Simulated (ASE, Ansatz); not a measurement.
## Random rock-salt (Hf, Nb, Zr, Ti)C solid solution (64 atoms): geometry optimisation

Wanted: the relaxed structure of random rock-salt (Hf, Nb, Zr, Ti)C solid solution (64 atoms) and its electronic structure.

Method: Kohn-Sham DFT, revPBE, PAW (set soft_2), plane waves, in Ansatz 0.2.0.

### Step 1. The starting structure

The cell holds 64 atoms: 10 Ti, 32 C, 7 Zr, 8 Nb and 7 Hf. Its edges and angles: a = 9.028 Å, b = 9.028 Å, c = 9.028 Å, α = 90.0°, β = 90.0°, γ = 90.0°. It derives from HfC and ZrC, NbC and TiC. Rock-salt lattice (a = 4.514 Å, the mean of the end members), 2 x 2 x 2 cells, metal sites filled at random with 7 Hf, 8 Nb, 7 Zr, 10 Ti; not relaxed, displaced by a Gaussian of 0.02 Å.

What the set-up can't give: The host structure and its lattice constant were typed by rule, without a check against the phase diagram. The levels lack spin–orbit coupling, which is large for the heavy elements here.

### Step 2. Single point at the start

The forces at the start show how far the geometry lies from a minimum of this functional.

input.yaml reads:

```yaml
crystal:
  lattice:
    - [9.028, 0.0, 0.0]
    - [0.0, 9.028, 0.0]
    - [0.0, 0.0, 9.028]
  atoms:
    - { symbol: Ti, position: [0.00125, 0.00141, 0.99962] }
    - { symbol: C, position: [0.25394, 0.00154, 0.00398] }
    - { symbol: Zr, position: [0.00234, 0.24932, 0.25256] }
    - { symbol: C, position: [0.24996, 0.24691, 0.24953] }
    [... 54 atom lines left out ...]
    - { symbol: Ti, position: [0.50126, 0.75251, 0.75039] }
    - { symbol: C, position: [0.75171, 0.74876, 0.75118] }
    - { symbol: Hf, position: [0.74675, 0.49813, 0.75077] }
    - { symbol: C, position: [0.49832, 0.50214, 0.75269] }
    - { symbol: Zr, position: [0.75148, 0.74972, 0.50151] }
    - { symbol: C, position: [0.50255, 0.74757, 0.49963] }
kpoints:
  mp_grid: { grid: [2, 2, 2] }
hamiltonian:
  xc: revpbe
scf:
  occupations: { method: fermi_dirac, width: 0.05 }
output:
  forces: true
```

Launch:

```console
> ansatz run input.yaml --threads 4 --pin off --max-ram 8192MiB --backend cpu --events-out ev --progress --plain --runs-dir out
```

The job ended after 1.7 min (4 threads of Arm Neoverse N1, shared host; peak memory 6.1 GiB; 6.7 min of CPU time).

The run gave:

```yaml
free_energy: -209023.6171 eV
free_energy_per_atom: -3265.9940 eV/atom
scf_cycles: 10
r_m_s_force_component: 0.5346 eV/Å
longest_force: 1.595 eV/Å
fermi_energy: 17.7 eV
```

The r.m.s. force component of 0.53 eV/Å sets the starting point.

Length of the force by element:

| element | coordination | atoms | mean length of the force (eV/Å) | spread | least | most |
| --- | --- | --- | --- | --- | --- | --- |
| C | all | 32 | 0.979 | 0.300 | 0.250 | 1.59 |
| Hf | all | 7 | 0.635 | 0.273 | 0.274 | 1.03 |
| Nb | all | 8 | 1.02 | 0.237 | 0.633 | 1.39 |
| Ti | all | 10 | 0.498 | 0.262 | 0.175 | 0.911 |
| Zr | all | 7 | 0.864 | 0.329 | 0.307 | 1.21 |

### Step 3. Relaxation

With the cell held, the atoms are moved downhill towards a nearby minimum.

input.yaml: that of step 2 with these lines changed.

```diff
@@ -15 +15,4 @@
   forces: true
+relax:
+  f_tol: 0.05
+  max_steps: 85
```

Run time: 19 min. Hardware: 4 threads; peak memory 5.9 GiB.

Step by step:

| step | energy less that of the first step (eV) | largest force component (eV/Å) |
| --- | --- | --- |
| 1 | 0.0000 | 1.3779 |
| 2 | -1.1520 | 1.0279 |
| 3 | -1.6354 | 0.1481 |
| 4 | -1.6464 | 0.0703 |
| 5 | -1.6493 | 0.0561 |
| 6 | -1.6512 | 0.0563 |
| 7 | -1.6527 | 0.1241 |
| 8 | -1.6557 | 0.0588 |
| 9 | -1.6233 | 0.3832 |
| 10 | -1.6571 | 0.0545 |
| 11 | -1.6573 | 0.0825 |
| 12 | -1.6578 | 0.0125 |
| 13 | -1.6578 | 0.0125 |

Relaxation step 9 was tried and not accepted.

The atoms that moved most (Å):

```
atom      dx      dy      dz  length
Nb41  -0.039   0.036   0.104   0.116
 C40  -0.002  -0.090  -0.056   0.106
Nb13   0.097   0.033  -0.016   0.104
Ti45  -0.098  -0.016  -0.002   0.099
 C46   0.051   0.036   0.069   0.094
 C26   0.037  -0.068   0.051   0.093
Ti33  -0.024   0.026  -0.085   0.092
 C10   0.045   0.069   0.031   0.088
```

The relaxation changed the energy by -25.9 meV/atom, and atoms moved by 0.062 Å r.m.s., 0.12 Å at most.

### Step 4. Local order after relaxation

Bonds before and after, by the cutoffs listed below:

```csv
pair,bonds before,bonds after,mean before (Å),mean after (Å),spread before (Å),spread after (Å)
C-Ti,60,60,2.257,2.228,0.023,0.042
C-Nb,48,48,2.256,2.251,0.033,0.042
C-Hf,42,42,2.258,2.282,0.029,0.032
C-Zr,42,42,2.258,2.281,0.024,0.033
```

Density 7.89 g/cm³, 11.50 Å³ an atom.

Pair distribution functions g(r), in bins of 0.2 Å:

```csv
r (Å),total,C-C,C-Ti,C-Nb,C-Hf,C-Zr,Ti-Ti
2.10,0.64,0.00,3.10,1.21,0.00,0.00,0.00
2.30,4.75,0.00,7.94,9.61,10.55,10.53,0.00
2.50,0.00,0.00,0.00,0.00,0.00,0.00,0.00
2.70,0.00,0.00,0.00,0.00,0.00,0.00,0.00
2.90,0.00,0.00,0.00,0.00,0.00,0.00,0.00
3.10,2.99,6.12,0.00,0.00,0.00,0.00,12.49
3.30,2.40,4.67,0.00,0.00,0.00,0.00,0.56
3.50,0.00,0.00,0.00,0.00,0.00,0.00,0.00
3.70,0.04,0.00,0.13,0.16,0.00,0.00,0.00
3.90,2.34,0.00,4.70,4.55,4.70,4.75,0.00
4.10,0.02,0.00,0.00,0.07,0.08,0.00,0.00
4.30,0.04,0.12,0.00,0.00,0.00,0.00,0.00
4.50,1.19,2.21,0.00,0.00,0.00,0.00,2.30
4.70,0.11,0.37,0.00,0.00,0.00,0.00,0.00
4.90,0.98,0.00,2.26,2.18,2.07,1.17,0.00
5.10,3.33,0.00,6.37,6.45,6.59,7.45,0.00
5.30,0.01,0.02,0.00,0.00,0.00,0.00,0.20
5.50,3.35,6.55,0.00,0.00,0.00,0.00,5.41
5.70,0.23,0.61,0.00,0.00,0.00,0.00,0.18
5.90,0.00,0.00,0.00,0.00,0.00,0.00,0.00
6.10,0.00,0.00,0.00,0.00,0.00,0.00,0.00
6.30,0.86,1.69,0.00,0.00,0.00,0.00,0.88
6.50,0.49,1.01,0.00,0.00,0.00,0.00,0.84
6.70,2.11,0.00,4.00,4.08,4.42,4.48,0.00
6.90,0.88,0.00,1.97,1.91,1.57,1.51,0.00
7.10,2.00,3.95,0.00,0.00,0.00,0.00,4.24
7.30,0.21,0.36,0.15,0.15,0.00,0.05,0.79
7.50,1.91,0.00,3.75,3.77,3.92,3.88,0.00
```

Bonds by pair of elements; cutoffs follow the first minimum of g(r), held within bounds set by covalent radii, and pairs that aren't listed don't count as bonded:

| pair A-B | cutoff (Å) | bonds | mean length (Å) | spread (Å) | shortest (Å) | B about A | A about B |
| --- | --- | --- | --- | --- | --- | --- | --- |
| C-Ti | 2.76 | 60 | 2.23 | 0.042 | 2.14 | 1.88 | 6 |
| C-Nb | 2.81 | 48 | 2.25 | 0.042 | 2.17 | 1.5 | 6 |
| C-Hf | 2.94 | 42 | 2.28 | 0.032 | 2.21 | 1.31 | 6 |
| C-Zr | 2.94 | 42 | 2.28 | 0.033 | 2.23 | 1.31 | 6 |

How many atoms have how many bonded neighbours:

```
element  mean   6
      C     6  32
     Hf     6   7
     Nb     6   8
     Ti     6  10
     Zr     6   7
```

Bond angles, per cent of each kind in bins of 5°:

```csv
angle (°),C-Ti-C,C-Nb-C,C-Zr-C,C-Hf-C,Nb-C-Ti
85–90,37.3,37.5,43.8,41.0,23.0
90–95,42.7,42.5,36.2,39.0,55.4
95–100,0.0,0.0,0.0,0.0,0.0
100–105,0.0,0.0,0.0,0.0,0.0
105–110,0.0,0.0,0.0,0.0,0.0
110–115,0.0,0.0,0.0,0.0,0.0
115–120,0.0,0.0,0.0,0.0,0.0
120–125,0.0,0.0,0.0,0.0,0.0
125–130,0.0,0.0,0.0,0.0,0.0
130–135,0.0,0.0,0.0,0.0,0.0
135–140,0.0,0.0,0.0,0.0,0.0
140–145,0.0,0.0,0.0,0.0,0.0
145–150,0.0,0.0,0.0,0.0,0.0
150–155,0.0,0.0,0.0,0.0,0.0
155–160,0.0,0.0,0.0,0.0,0.0
160–165,0.0,0.0,0.0,0.0,0.0
165–170,0.0,0.0,0.0,0.0,0.0
170–175,0.0,0.0,0.0,0.0,0.0
175–180,20.0,20.0,20.0,20.0,21.6
```

Bond angles (no mean is given where the spread exceeds 20°):

```csv
angle,count,mean (°),spread (°)
C-Ti-C,150,-,-
C-Nb-C,120,-,-
C-Zr-C,105,-,-
C-Hf-C,105,-,-
Nb-C-Ti,74,-,-
```

First main peaks of g(r), for some of the pairs, lie near 3.19 Å (C-C), 2.23 Å (C-Ti), 2.25 Å (C-Nb), 2.28 Å (C-Hf), 2.28 Å (C-Zr) and 3.14 Å (Ti-Ti). By these cutoffs all C atoms have 6, all Hf atoms have 6, all Nb atoms have 6 and all Ti atoms have 6 bonded neighbours.

### Step 5. Single point at the relaxed geometry

The electronic structure is read at the final geometry, in a run of its own.

input.yaml reads:

```yaml
crystal:
  lattice:
    - [9.028, 0.0, 0.0]
    - [0.0, 9.028, 0.0]
    - [0.0, 0.0, 9.028]
  atoms:
    - { symbol: Ti, position: [0.0004, 0.00187, 0.99784] }
    - { symbol: C, position: [0.25094, 0.00114, 0.99951] }
    - { symbol: Zr, position: [0.00106, 0.24725, 0.24732] }
    - { symbol: C, position: [0.25121, 0.24568, 0.24859] }
    [... 54 atom lines left out ...]
    - { symbol: Ti, position: [0.4982, 0.75117, 0.75128] }
    - { symbol: C, position: [0.74904, 0.75468, 0.75246] }
    - { symbol: Hf, position: [0.74685, 0.49795, 0.75176] }
    - { symbol: C, position: [0.49429, 0.49847, 0.7464] }
    - { symbol: Zr, position: [0.74761, 0.75047, 0.5034] }
    - { symbol: C, position: [0.49983, 0.74956, 0.50712] }
kpoints:
  mp_grid: { grid: [2, 2, 2] }
hamiltonian:
  xc: revpbe
scf:
  occupations: { method: fermi_dirac, width: 0.05 }
output:
  forces: true
  stress: true
  populations: true
  dos:
    method: { smearing: { sigma: 0.1 } }
    de: 0.1
    projected: { site_lists: { C: [C], Hf: [Hf], Nb: [Nb], Ti: [Ti], Zr: [Zr] } }
  eigenvalues: true
  write_density: true
  write_potential: true
  volumetric_format: npy
  elf: true
```

Run time: 3.6 min. Hardware: 4 threads; peak memory 6.1 GiB; 14 min of CPU time.

Read from the output:

| Item | Value |
| --- | --- |
| free energy | -209025.2749 eV |
| free energy per atom | -3266.0199 eV/atom |
| SCF cycles | 10 |
| pressure | 5.821 GPa |
| r.m.s. force component | 0.00383 eV/Å |
| longest force | 0.01216 eV/Å |
| Fermi energy | 17.69 eV |
| levels partly filled by over 2 per cent | 33 |
| spilling of the projection | 0.002331 |

Löwdin charges by element (they lack the spilled electrons, 0.023 e an atom on average):

```
element  coordination  atoms  mean charge (e)  spread   least    most
      C           all     32           -0.717  0.0306  -0.782  -0.667
     Hf           all      7            0.681  0.0061   0.671   0.690
     Nb           all      8            0.708  0.0225   0.668   0.725
     Ti           all     10            0.904  0.0065   0.892   0.920
     Zr           all      7            0.701  0.0077   0.689   0.712
```

Charge against the make-up of the first shell:

```csv
Ti neighbours of C,atoms,mean charge (e)
0,4,-0.683
1,11,-0.694
2,7,-0.719
3,5,-0.744
4,5,-0.761
```

Density of states as counts of states in windows of 1 eV (from the Fermi level), total and the larger projections:

```csv
from (eV),to (eV),total,C p,Ti d,Nb d,Hf d,C s,Hf f
-14,-13,0.1,0.0,0.0,0.0,0.0,0.0,0.0
-13,-12,3.8,0.1,0.0,0.0,0.0,1.5,0.1
-12,-11,111.8,0.4,0.3,1.3,0.8,8.2,96.1
-11,-10,37.0,0.5,1.9,2.7,2.5,21.7,1.4
-10,-9,9.3,0.1,0.4,0.3,0.3,6.7,0.3
-9,-7,0.0,0.0,0.0,0.0,0.0,0.0,0.0
-7,-6,5.7,2.5,0.4,0.9,0.5,0.2,0.0
-6,-5,24.2,11.7,1.6,3.9,1.8,0.6,0.0
-5,-4,30.9,16.9,1.9,4.8,2.0,0.5,0.0
-4,-3,74.5,38.3,9.2,10.7,6.1,1.0,0.0
-3,-2,46.7,23.9,8.5,3.5,4.6,0.6,0.0
-2,-1,9.3,4.9,1.4,1.2,0.7,0.0,0.0
-1,0,8.7,3.8,1.7,1.7,0.6,0.0,0.0
0,1,30.6,8.8,8.8,6.4,2.3,0.4,0.0
1,2,39.5,6.0,18.8,8.4,2.3,0.5,0.0
```

The stored curve holds about 362 of the 618 electrons; the rest, give or take the few that broadening carries across the Fermi level, lie in deeper levels below its range.

The levels nearest the highest filled one (over half full), pooled over k-points and spins:

```
level less the highest filled one (eV)  occupation
                               -0.0485        1.47
                               -0.0421        1.42
                               -0.0384        1.39
                               -0.0308        1.32
                               -0.0103        1.13
                                     0        1.03
                                  0.02       0.828
                                 0.049       0.567
                                0.0834       0.332
                                0.0952       0.272
                                0.0996       0.252
                                 0.101       0.246
```

Mean Löwdin charges: C -0.72, Hf +0.68, Nb +0.71, Ti +0.90, Zr +0.70 e. The charge on C changes by -0.021 e for each Ti neighbour that takes the place of another kind, on average.

### Step 6. Results

| Property | Result |
| --- | --- |
| energy change in the relaxation | -25.9 meV/atom |
| r.m.s. displacement | 0.062 Å |
| largest displacement | 0.116 Å |
| free energy per atom | -3266.0199 eV/atom |
| density | 7.886 g/cm³ |
| pressure | 5.821 GPa |
| r.m.s. force component | 0.00383 eV/Å |
| wall time of the 3 DFT runs | 24 min |

**Reading.** Relaxation lowers the energy by 25.9 meV/atom and moves atoms by 0.062 Å r.m.s.; the r.m.s. force component goes from 0.53 to 0.0038 eV/Å. By the final cutoffs no bond was broken or made. From the first step to the last the energy fell by 1.658 eV, and the largest move was 0.12 Å (Nb41). The C-Ti bonds go from 2.257 Å (spread 0.023) to 2.228 Å (spread 0.042). With the cutoffs above, all C atoms have 6, all Hf atoms have 6, all Nb atoms have 6 and all Ti atoms have 6 bonded neighbours. 33 levels are partly filled, by over 2 % (on the run's k-points): no clear gap opens at this level.

**Limits.** The pressure of 5.8 GPa shows the cell to be compressed for this functional.

[Logs are printed without paths, hosts, clocks, repeated set-up lines and the standing remarks that a program may print on its own settings, such as how far it seeks lower states.]

[Hosts, paths, dates, database ids (printed as entryN), source tags and the programs' standing remarks are cut or masked in the printed files.]
